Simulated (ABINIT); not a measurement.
# BaTiO3 (P4mm): a self-consistent loop beyond G0W0, cycle by cycle

How far does self-consistency move the gap of BaTiO3 (P4mm)?

Program: ABINIT 10.8.3. Level of theory: PBE and many-body steps on it, plane waves. Results are calculated unless marked as measured.

The database entry behind the starting cell differs from later determinations by our own check (c/a about 0.6 % short), so it need not match the best structure at ambient conditions.

## 1. Set-up

Symmetry: P4mm, No. 99, tetragonal system. Conventional cell: a = 4.000 Å, b = 4.000 Å, c = 4.018 Å, α = 90.00°, β = 90.00°, γ = 90.00°. Ba has 12 O at 2.79 to 2.88 Å nearest. Ti has 6 O at 1.89 to 2.13 Å nearest. O has 2 Ti at 1.89 to 2.13 Å and 4 Ba at 2.83 Å nearest. Nearest to O lie 2 Ti at 2.00 Å and 4 Ba at 2.79 to 2.88 Å. Farther neighbours and most contacts between anions are not listed.

The cell and positions come from the Crystallography Open Database and are kept as given unless a step says otherwise. Spin-orbit coupling is left out unless a step names it.

## 2. Empty states on the mesh, 4×4×4 mesh, 128 bands

This step: ABINIT 10.8.3; DFT, PBE, plane waves, norm-conserving pseudopotentials.

The sums over transitions need many empty states on a uniform mesh; this step solves for them.

run.abi reads:

```
acell 3*1.0 Angstrom
rprim 
  3.999800000000 0.000000000000 0.000000000000
  0.000000000000 3.999800000000 0.000000000000
  0.000000000000 0.000000000000 4.018000000000
ntypat 3
znucl 56 22 8
natom 5
typat 1 2 3 3 3
xred 
  0.000000000000 0.000000000000 0.000000000000
  0.500000000000 0.500000000000 0.490000000000
  0.500000000000 0.500000000000 0.019000000000
  0.500000000000 0.000000000000 0.517000000000
  0.000000000000 0.500000000000 0.517000000000
pp_dirpath "pseudos"
pseudos "Ba.upf, Ti.upf, O.upf"
ecut 38
ngkpt 4 4 4
nshiftk 1
shiftk 0 0 0
kptopt 1
chksymbreak 0
iscf -2
irdden 1
istwfk *1
nband 128
nbdbuf 10
tolwfr 1e-09
nstep 60
prtvol 0
indata_prefix "in"
outdata_prefix "out"
tmpdata_prefix "tmp"
```

Command:

```bash
> OMP_NUM_THREADS=1 mpirun -n 8 abinit run.abi > log
```

Numbers of over 12 decimals in the logs are rounded to 6 here.

Output:

```text
.Version 10.8.3 of ABINIT. v10.8.2 released Aug 2026.

 Symmetries : space group P4 m m (# 99); Bravais tP (primitive tetrag.)
[... echo of the input left out ...]
== DATASET  1 ==================================================================
-   mpi_nproc: 8, omp_nthreads: 1 (-1 if OMP is not activated)

--- !DatasetInfo
iteration_state: {dtset: 1, }
dimensions: {natom: 5, nkpt: 18, mband: 128, nsppol: 1, nspinor: 1, nspden: 1, mpw: 4929, }
cutoff_energies: {ecut:  38.0, pawecutdg:  -1.0, }
[...]
2.73721    2.73786    2.73786    2.74717    2.75233    2.75449    2.85080    2.85080
   2.85364    2.86049    2.87667    2.89780    2.91080    2.91083    2.96074    2.96225
 prteigrs : prtvol=0 or 1, do not print more k-points.

== END DATASET(S) ==============================================================
================================================================================

 -outvars: echo values of variables after computation  --------
            nband         128
             nkpt          18
          spgroup          99
 [... the other variables as echoed above ...]

 Calculation completed.
```

The job ended after 1.7 min (8 MPI ranks of Arm Neoverse N1, shared host; peak memory 0.71 GiB).

Numbers from this step:

```yaml
gap: 1.826 eV
k_of_the_valence_top: 0.5, 0.5, 0.5
k_of_the_conduction_bottom: 0, 0, 0
least_direct_gap: 2.106 eV
k_points_computed: 18
lowest_point_of_the_top_converged_band_above_the_valence_top: 65.4246 eV
```

On this mesh the gap is 1.826 eV.

The density comes from a self-consistent run that is not shown.

## 3. Screening, 4×4×4 mesh, 118 bands, screening to 130.6 eV

The RPA dielectric matrix is built and inverted for each q.

This step: RPA screening on PBE, plane waves, norm-conserving pseudopotentials.

Edit run.abi of step 2 so:

```diff
@@ -23,10 +23,11 @@
 chksymbreak 0
-iscf -2
-irdden 1
 istwfk *1
-nband 128
-nbdbuf 10
-tolwfr 1e-09
-nstep 60
-prtvol 0
+occopt 1
+irdwfk 1
+optdriver 3
+nband 118
+ecuteps 4.8
+inclvkb 2
+awtr 1
+symchi 1
 indata_prefix "in"
```

Output:

```text
.Version 10.8.3 of ABINIT. v10.8.2 released Aug 2026.

 Symmetries : space group P4 m m (# 99); Bravais tP (primitive tetrag.)
[... echo of the input left out ...]
== DATASET  1 ==================================================================
-   mpi_nproc: 8, omp_nthreads: 1 (-1 if OMP is not activated)

--- !DatasetInfo
iteration_state: {dtset: 1, }
dimensions: {natom: 5, nkpt: 18, mband: 118, nsppol: 1, nspinor: 1, nspden: 1, mpw: 4929, }
cutoff_energies: {ecut:  38.0, pawecutdg:  -1.0, }
electrons: {nelect:   4.00000000E+01, charge:   0.00000000E+00, occopt:   1.00000000E+00, tsmear:   1.00000000E-02, }

 SCREENING: Calculation of the susceptibility and dielectric matrices

 Based on a program developped by R.W. Godby, V. Olevano, G. Onida, and L. Reining.
 Incorporated in ABINIT by V. Olevano, G.-M. Rignanese, and M. Torrent.
.Using double precision arithmetic ; gwpc =  8

[... cell and pseudopotentials left out ...]
--------------------------------------------------------------------------------

 ==== K-mesh for the wavefunctions ====
 Number of points in the irreducible wedge :    18
[... list of points left out ...]
 Together with  8 symmetry operations and time-reversal symmetry
 yields    64 points in the full Brillouin Zone.

 ==== Q-mesh for the screening function ====
 Number of points in the irreducible wedge :    18
[... list of points left out ...]
 Together with  8 symmetry operations and time-reversal symmetry
 yields    64 points in the full Brillouin Zone.

 setmesh: FFT mesh size selected  =    30x   30x   30
          total number of points  =        27000

 vcoul_init : cutoff-mode = AUXILIARY_FUNCTION
 q-points for optical limit:   1
     1)      0.000010    0.000020    0.000030

- screening: taking advantage of time-reversal symmetry
- Maximum band index for partially occupied states nbvw = 20
- Remaining bands to be divided among processors   nbcw = 98
- Number of bands treated by each node ~12

 Number of electrons calculated from density =   40.0000; Expected =   40.0000
 average of density, n =  0.092210
 r_s =    1.3731
 omega_plasma =   29.2917 [eV]

 calculating chi0 at frequencies [eV] :
  1    0.000000E+00    0.000000E+00
  2    0.000000E+00    2.929166E+01

--------------------------------------------------------------------------------
  q-point number  1        q = ( 0.000000, 0.000000, 0.000000) [r.l.u.]
--------------------------------------------------------------------------------
[... chi0 elements left out ...]
 For q-point:  0.000010 0.000020 0.000030
  dielectric constant =   6.1844
  dielectric constant without local fields =   6.7373

  Average fulfillment of the sum rule on Im[epsilon] for q-point    1 :     64.12  [%]
[... wings left out ...]
  q-point number  2        q = ( 0.250000, 0.000000, 0.000000) [r.l.u.]
--------------------------------------------------------------------------------
[... chi0 elements left out ...]
  Average fulfillment of the sum rule on Im[epsilon] for q-point    2 :     76.04  [%]

 [... 16 further q-points ...]
```

Run time: 3 min. Hardware: 8 MPI ranks; peak memory 3 GiB.

Numbers from this step:

- ε∞ with local fields, on this mesh, along the program's q direction: 6.184
- the same without local fields: 6.737
- plasma frequency: 29.29 eV
- plane waves in the screening matrix: 203

Local fields lower ε∞ by 8 %. On a Γ-centred mesh this coarse the value itself is usually too large, while a short band sum pulls it down.

## 4. G0W0

The self-energy is evaluated for the states that the input lists, and the levels follow from it, in one-shot runs by the linearised quasiparticle equation.

This step: G0W0 on PBE, plane waves, norm-conserving pseudopotentials.

Edit run.abi of step 3 so:

```diff
@@ -26,8 +26,17 @@
 irdwfk 1
-optdriver 3
+optdriver 4
 nband 118
+gwcalctyp 0
+ecutsigx 38
+symsigma 1
+nkptgw 2
+kptgw 
+  0.5000000000 0.5000000000 0.5000000000
+  0.0000000000 0.0000000000 0.0000000000
+bdgw 
+  18 23
+  19 23
 ecuteps 4.8
-inclvkb 2
-awtr 1
-symchi 1
+irdscr 1
+ppmodel 1
 indata_prefix "in"
```

Output:

```text
.Version 10.8.3 of ABINIT. v10.8.2 released Aug 2026.

 Symmetries : space group P4 m m (# 99); Bravais tP (primitive tetrag.)
[... echo of the input left out ...]
== DATASET  1 ==================================================================
-   mpi_nproc: 8, omp_nthreads: 1 (-1 if OMP is not activated)

--- !DatasetInfo
iteration_state: {dtset: 1, }
dimensions: {natom: 5, nkpt: 18, mband: 118, nsppol: 1, nspinor: 1, nspden: 1, mpw: 4929, }
cutoff_energies: {ecut:  38.0, pawecutdg:  -1.0, }
electrons: {nelect:   4.00000000E+01, charge:   0.00000000E+00, occopt:   1.00000000E+00, tsmear:   1.00000000E-02, }

 SIGMA: Calculation of the GW corrections

 Based on a program developped by R.W. Godby, V. Olevano, G. Onida, and L. Reining.
 Incorporated in ABINIT by V. Olevano, G.-M. Rignanese, and M. Torrent.
.Using double precision arithmetic ; gwpc =  8

[... cell and pseudopotentials left out ...]
--------------------------------------------------------------------------------

 ==== K-mesh for the wavefunctions ====
 Number of points in the irreducible wedge :    18
[... list of points left out ...]
 Together with  8 symmetry operations and time-reversal symmetry
 yields    64 points in the full Brillouin Zone.

 ==== Q-mesh for screening function ====
 Number of points in the irreducible wedge :    18
[... list of points left out ...]
 Together with  8 symmetry operations and time-reversal symmetry
 yields    64 points in the full Brillouin Zone.

 vcoul_init : cutoff-mode = AUXILIARY_FUNCTION
 q-points for optical limit:   1
     1)      0.000010    0.000020    0.000030
 setmesh: FFT mesh size selected  =    45x   45x   45
          total number of points  =        91125

 Number of electrons calculated from density =   40.0000; Expected =   40.0000
 average of density, n =  0.092210
 r_s =    1.3731
 omega_plasma =   29.2917 [eV]

 === KS Band Gaps ===
  >>>> For spin  1
   Minimum direct gap =   2.1061 [eV], located at k-point      :   0.0000  0.0000  0.0000
   Fundamental gap    =   1.8259 [eV], Top of valence bands at :   0.5000  0.5000  0.5000
                                       Bottom of conduction at :   0.0000  0.0000  0.0000
 SIGMA fundamental parameters:
 PLASMON POLE MODEL  1
 number of plane-waves for SigmaX                 4929
 number of plane-waves for SigmaC and W            203
 number of plane-waves for wavefunctions          4929
 number of bands                                   118
 number of independent spin polarizations            1
 number of spinorial components                      1
 number of k-points in IBZ                          18
 number of q-points in IBZ                          18
 number of symmetry operations                       8
 number of k-points in BZ                           64
 number of q-points in BZ                           64
 number of frequencies for dSigma/dE                 9
 frequency step for dSigma/dE [eV]                0.25
 number of omega for Sigma on real axis              0
 max omega for Sigma on real axis  [eV]           0.00
 zcut for avoiding poles [eV]                     0.10

 EPSILON^-1 parameters (SCR file):
 dimension of the eps^-1 matrix on file            203
 dimension of the eps^-1 matrix used               203
 number of plane-waves for wavefunctions          4929
 number of bands                                   118
 number of q-points in IBZ                          18
 number of frequencies                               2
 number of real frequencies                          1
 number of imag frequencies                          1

 matrix elements of self-energy operator (all in [eV])

 Perturbative Calculation

--- !SelfEnergy_ee
iteration_state: {dtset: 1, }
kpoint     : [   0.500,    0.500,    0.500, ]
spin       : 1
KS_gap     :    4.212
QP_gap     :    6.004
Delta_QP_KS:    1.793
data: !SigmaeeData |
     Band     E0 <VxcDFT>   SigX SigC(E0)      Z dSigC/dE  Sig(E)    E-E0       E
       18   6.549 -19.970 -25.000   5.087   0.765  -0.307 -19.926   0.043   6.592
       19   6.549 -19.970 -25.000   5.087   0.765  -0.307 -19.926   0.043   6.592
       20   6.633 -19.991 -25.032   5.119   0.764  -0.309 -19.932   0.059   6.692
       21  10.844 -21.880 -13.200  -6.179   0.740  -0.351 -20.028   1.852  12.696
       22  10.844 -21.880 -13.200  -6.179   0.740  -0.351 -20.028   1.852  12.696
       23  10.845 -21.881 -13.129  -6.252   0.735  -0.361 -20.045   1.836  12.682

--- !SelfEnergy_ee
iteration_state: {dtset: 1, }
kpoint     : [   0.000,    0.000,    0.000, ]
spin       : 1
KS_gap     :    2.106
QP_gap     :    3.574
Delta_QP_KS:    1.468
data: !SigmaeeData |
     Band     E0 <VxcDFT>   SigX SigC(E0)      Z dSigC/dE  Sig(E)    E-E0       E
       19   6.353 -20.076 -24.606   4.600   0.771  -0.298 -20.022   0.054   6.406
       20   6.353 -20.076 -24.606   4.600   0.771  -0.298 -20.022   0.054   6.406
       21   8.459 -18.809 -11.399  -5.456   0.778  -0.285 -17.288   1.521   9.980
       22   8.671 -19.000 -11.886  -5.144   0.777  -0.286 -17.469   1.531  10.202
       23   8.671 -19.000 -11.886  -5.144   0.777  -0.286 -17.469   1.531  10.202

== END DATASET(S) ==============================================================
================================================================================

 -outvars: echo values of variables after computation  --------
           etotal      0.0000000000E+00
            nband         118
             nkpt          18
          spgroup          99
 [... the other variables as echoed above ...]

 Calculation completed.
```

Elapsed: 18 s, on 8 MPI ranks; peak memory 2 GiB; 2.4 min of CPU time.

Numbers from this step:

```
G0W0 gap on the points computed              : 3.288 eV
starting gap on the mesh                     : 1.826 eV
k of the valence top                         : 0.5, 0.5, 0.5
k of the conduction bottom                   : 0, 0, 0
Z at the valence top                         : 0.764
Z at the conduction bottom                   : 0.778
least direct G0W0 gap on the computed points : 3.574 eV
```

The gap on the mesh goes from 1.83 eV to 3.29 eV, a correction of +1.46 eV.

## 5. evGW0, cycle 1

This step: evGW0 on PBE, plane waves, norm-conserving pseudopotentials.

Edit run.abi of step 4 so:

```diff
@@ -28,12 +28,44 @@
 nband 118
-gwcalctyp 0
+gwcalctyp 10
 ecutsigx 38
 symsigma 1
-nkptgw 2
+nkptgw 18
 kptgw 
+  0.0000000000 0.0000000000 0.0000000000
+  0.2500000000 0.0000000000 0.0000000000
+  0.5000000000 0.0000000000 0.0000000000
+  0.2500000000 0.2500000000 0.0000000000
+  0.5000000000 0.2500000000 0.0000000000
+  0.5000000000 0.5000000000 0.0000000000
+  0.0000000000 0.0000000000 0.2500000000
+  0.2500000000 0.0000000000 0.2500000000
+  0.5000000000 0.0000000000 0.2500000000
+  0.2500000000 0.2500000000 0.2500000000
+  0.5000000000 0.2500000000 0.2500000000
+  0.5000000000 0.5000000000 0.2500000000
+  0.0000000000 0.0000000000 0.5000000000
+  0.2500000000 0.0000000000 0.5000000000
+  0.5000000000 0.0000000000 0.5000000000
+  0.2500000000 0.2500000000 0.5000000000
+  0.5000000000 0.2500000000 0.5000000000
   0.5000000000 0.5000000000 0.5000000000
-  0.0000000000 0.0000000000 0.0000000000
 bdgw 
-  18 23
-  19 23
+  12 24
+  12 24
+  12 24
+  12 24
+  12 24
+  12 24
+  12 24
+  12 24
+  12 24
+  12 24
+  12 24
+  12 24
+  12 24
+  12 24
+  12 24
+  12 24
+  12 24
+  12 24
 ecuteps 4.8
```

Output:

```text
.Version 10.8.3 of ABINIT. v10.8.2 released Aug 2026.

 Symmetries : space group P4 m m (# 99); Bravais tP (primitive tetrag.)
[... echo of the input left out ...]
== DATASET  1 ==================================================================
-   mpi_nproc: 8, omp_nthreads: 1 (-1 if OMP is not activated)

--- !DatasetInfo
iteration_state: {dtset: 1, }
dimensions: {natom: 5, nkpt: 18, mband: 118, nsppol: 1, nspinor: 1, nspden: 1, mpw: 4929, }
cutoff_energies: {ecut:  38.0, pawecutdg:  -1.0, }
electrons: {nelect:   4.00000000E+01, charge:   0.00000000E+00, occopt:   1.00000000E+00, tsmear:   1.00000000E-02, }

 SIGMA: Calculation of the GW corrections

 Based on a program developped by R.W. Godby, V. Olevano, G. Onida, and L. Reining.
 Incorporated in ABINIT by V. Olevano, G.-M. Rignanese, and M. Torrent.
.Using double precision arithmetic ; gwpc =  8

[... cell and pseudopotentials left out ...]
--------------------------------------------------------------------------------

 ==== K-mesh for the wavefunctions ====
 Number of points in the irreducible wedge :    18
[... list of points left out ...]
 Together with  8 symmetry operations and time-reversal symmetry
 yields    64 points in the full Brillouin Zone.

 ==== Q-mesh for screening function ====
 Number of points in the irreducible wedge :    18
[... list of points left out ...]
 Together with  8 symmetry operations and time-reversal symmetry
 yields    64 points in the full Brillouin Zone.

 vcoul_init : cutoff-mode = AUXILIARY_FUNCTION
 q-points for optical limit:   1
     1)      0.000010    0.000020    0.000030
 setmesh: FFT mesh size selected  =    45x   45x   45
          total number of points  =        91125

 Number of electrons calculated from density =   40.0000; Expected =   40.0000
[...]
spin       : 1
KS_gap     :    3.976
QP_gap     :    5.739
Delta_QP_KS:    1.763
data: !SigmaeeData |
     Band     E_DFT   <VxcDFT>   E(N-1)  <Hhartree>   SigX  SigC[E(N-1)]    Z     dSigC/dE  Sig[E(N)]  DeltaE  E(N)_pert E(N)_diago
[...]
--- !SelfEnergy_ee
iteration_state: {dtset: 1, }
kpoint     : [   0.500,    0.500,    0.500, ]
spin       : 1
KS_gap     :    4.212
QP_gap     :    6.004
Delta_QP_KS:    1.793
data: !SigmaeeData |
     Band     E_DFT   <VxcDFT>   E(N-1)  <Hhartree>   SigX  SigC[E(N-1)]    Z     dSigC/dE  Sig[E(N)]  DeltaE  E(N)_pert E(N)_diago
[...]
23    10.845   -21.881    10.845    32.726   -13.129    -6.252     0.735    -0.361   -20.045     1.836    12.682    13.346
       24    13.231   -13.163    13.231    26.393    -7.753    -4.343     0.828    -0.207   -12.279     0.884    14.114    14.298

 New Fermi energy :        3.146415E-01 Ha ,    8.561830E+00 eV

 === QP Band Gaps ===
  >>>> For spin  1
   Minimum direct gap =   3.9907 [eV], located at k-point      :   0.0000  0.0000  0.0000
   Fundamental gap    =   3.7027 [eV], Top of valence bands at :   0.5000  0.5000  0.5000
                                       Bottom of conduction at :   0.0000  0.0000  0.0000

 writing QP data on file : out_QPS

 Convergence of QP corrections
 >>>>> For spin  1 <<<<<
.  kptgw no:  1; Maximum DeltaE = (  -0.320   0.001) for band index: 13
.  kptgw no:  2; Maximum DeltaE = (  -0.352   0.001) for band index: 13
.  kptgw no:  3; Maximum DeltaE = (  -0.393   0.001) for band index: 13
[...]
.  kptgw no: 17; Maximum DeltaE = (  -0.421   0.007) for band index: 12
.  kptgw no: 18; Maximum DeltaE = (   1.711  -0.003) for band index: 11

== END DATASET(S) ==============================================================
================================================================================

 -outvars: echo values of variables after computation  --------
           etotal      0.0000000000E+00
            nband         118
             nkpt          18
          spgroup          99
 [... the other variables as echoed above ...]

 Calculation completed.
```

Run time: 8.2 min. Hardware: 8 MPI ranks; peak memory 4.4 GiB.

Numbers from this step:

* quasiparticle gap on the mesh: 3.703 eV
* gap of the density functional on the mesh: 1.826 eV
* k of the valence top: 0.5, 0.5, 0.5
* k of the conduction bottom: 0, 0, 0
* Z at the valence top: 0.764
* Z at the conduction bottom: 0.778
* least direct quasiparticle gap on the computed points: 3.99 eV

Against G0W0 in ABINIT (4×4×4 mesh, 118 bands, screening to 130.6 eV, Godby-Needs plasmon pole), the gap moves by +0.415 eV. This first cycle still uses the starting levels; it takes the full correction, at all points of the mesh, and its linearised value is 3.288 eV.

## 6. evGW0, cycle 2

The corrected levels of the last cycle go back in.

Edit run.abi of step 5 so:

```diff
@@ -73,2 +73,3 @@
 ppmodel 1
+irdqps 1
 indata_prefix "in"
```

Output:

```text
.Version 10.8.3 of ABINIT. v10.8.2 released Aug 2026.

 Symmetries : space group P4 m m (# 99); Bravais tP (primitive tetrag.)
[... echo of the input left out ...]
== DATASET  1 ==================================================================
-   mpi_nproc: 8, omp_nthreads: 1 (-1 if OMP is not activated)

--- !DatasetInfo
iteration_state: {dtset: 1, }
dimensions: {natom: 5, nkpt: 18, mband: 118, nsppol: 1, nspinor: 1, nspden: 1, mpw: 4929, }
cutoff_energies: {ecut:  38.0, pawecutdg:  -1.0, }
[...]
.  kptgw no:  3; Maximum DeltaE = (   0.078   0.008) for band index: 13
[...]
.  kptgw no: 17; Maximum DeltaE = (   0.008   0.001) for band index: 13
.  kptgw no: 18; Maximum DeltaE = (   0.086  -0.001) for band index: 12

== END DATASET(S) ==============================================================
================================================================================

 -outvars: echo values of variables after computation  --------
           etotal      0.0000000000E+00
            nband         118
             nkpt          18
          spgroup          99
 [... the other variables as echoed above ...]

 Calculation completed.
```

Elapsed: 8.1 min, on 8 MPI ranks; peak memory 4.4 GiB; 65 min of CPU time.

This step gave:

```yaml
quasiparticle_gap_on_the_mesh: 3.654 eV
gap_of_the_density_functional_on_the_mesh: 1.826 eV
k_of_the_valence_top: 0.5, 0.5, 0.5
k_of_the_conduction_bottom: 0, 0, 0
least_direct_quasiparticle_gap_on_the_computed_points: 3.937 eV
```

Against the cycle before, the gap moves by −0.049 eV.

(Continued in part 2 of 3.)

[Paths, hosts, dates, memory and timing lines, banners, echoed tables and standing remarks are left out of the program output.]

[Logs are printed without paths, hosts, clocks, repeated set-up lines and the standing remarks that a program may print on its own settings, such as how far it seeks lower states.]

[Runs of the session that timed out or met a known fault of the program may be left out.]

[Hosts, paths, dates, database ids (printed as entryN), source tags and the programs' standing remarks are cut or masked in the printed files.]

[G0W0 gaps are taken among the corrected bands and points alone; a level outside them can change the order at an edge.]

[Where Ansatz stands beside ABINIT at settings called matched, ABINIT's density can come from a denser mesh and the files from another edition; pairs whose starting gaps differed by over 0.03 eV were left out, so agreement reads better than it is.]
